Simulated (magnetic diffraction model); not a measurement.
# Magnetic neutron pattern of Fe₂CuP₂

Space group I4/mmm (no. 139), a = 3.0920 Å, c = 12.2900 Å.

```csv
site,atom,x,y,z
2a,Cu,0,0,0
4e,Fe,0,0,0.3346
4e,P,1/2,1/2,0.3422
```

The compound is invented for this exercise: a known structure type with other elements, its cell scaled to their sizes and not relaxed.

Only Fe is taken to order (form factors of Fe2+); orders and moment sizes are assumed, and not adapted to the symmetry. Radiation: neutrons of λ = 1.8 Å, 8° to 90°; isotropic B of 0.41 Å² (Cu), 0.35 Å² (Fe) and 0.56 Å² (P). The intensities are simulated: I ∝ L Σ (|F_N|² + |F_M⊥|²) for unpolarised neutrons, with F_M = 2.695 fm/μB × Σ f(s) S exp(2πi Q·r) exp(−B s²) at Q = H ± k (one set where k and −k are equivalent), only the part normal to Q counting and L = 1/(sin²θ cos θ). For collinear order S is the moment m, which repeats by lattice and centring translations R with the sign exp(−2πi k·R). Form factors are spin-only for 3d ions and dipole or tabulated for f ions, scattering lengths are Sears's of 1992, and absorption is left out. A label names one of the reflections at its angle. The strongest nuclear line in the range is 100, and lines under 0.2 are left out.

Assume the order k = (0 0 0), collinear moments along [001], 2.11 μB on Fe; signs + at (0, 0, 0.3346), + at (1/2, 1/2, 0.1654).

Predict the pattern, nuclear and magnetic parts apart.

```csv
2θ (°),index,nuclear,magnetic
16.84,(0 0 2),8.7,0.0
34.07,(0 0 4),6.0,0.0
34.93,(1 0 1),3.7,4.9
42.77,(1 0 3),51.1,7.0
48.62,(1 1 0),100.0,3.6
51.81,(1 1 2),4.1,1.2
52.13,(0 0 6),42.9,0.0
55.78,(1 0 5),0.2,0.4
60.69,(1 1 4),8.5,0.6
71.20,(2 0 0),53.6,0.8
72.24,(1 0 7),2.2,0.1
73.78,(2 0 2),2.3,0.3
74.04,(1 1 6),98.3,0.7
81.34,(2 0 4),5.5,0.2
81.83,(2 1 1),1.7,0.5
86.78,(2 1 3),35.0,1.3
```

The strongest magnetic line in the range is (1 0 3) at 42.77° (7.0). On top of the Lorentz factor, which all lines share, magnetic lines fade with angle because f falls: for Fe2+ it is 0.90, 0.68, 0.45 and 0.15 at sin θ/λ = 0.1, 0.2, 0.3 and 0.5 Å⁻¹, while nuclear lengths stay constant. The net moment is 4.22 μB a primitive cell.

[Logs are printed without paths, hosts, clocks, repeated set-up lines and the standing remarks that a program may print on its own settings, such as how far it seeks lower states.]
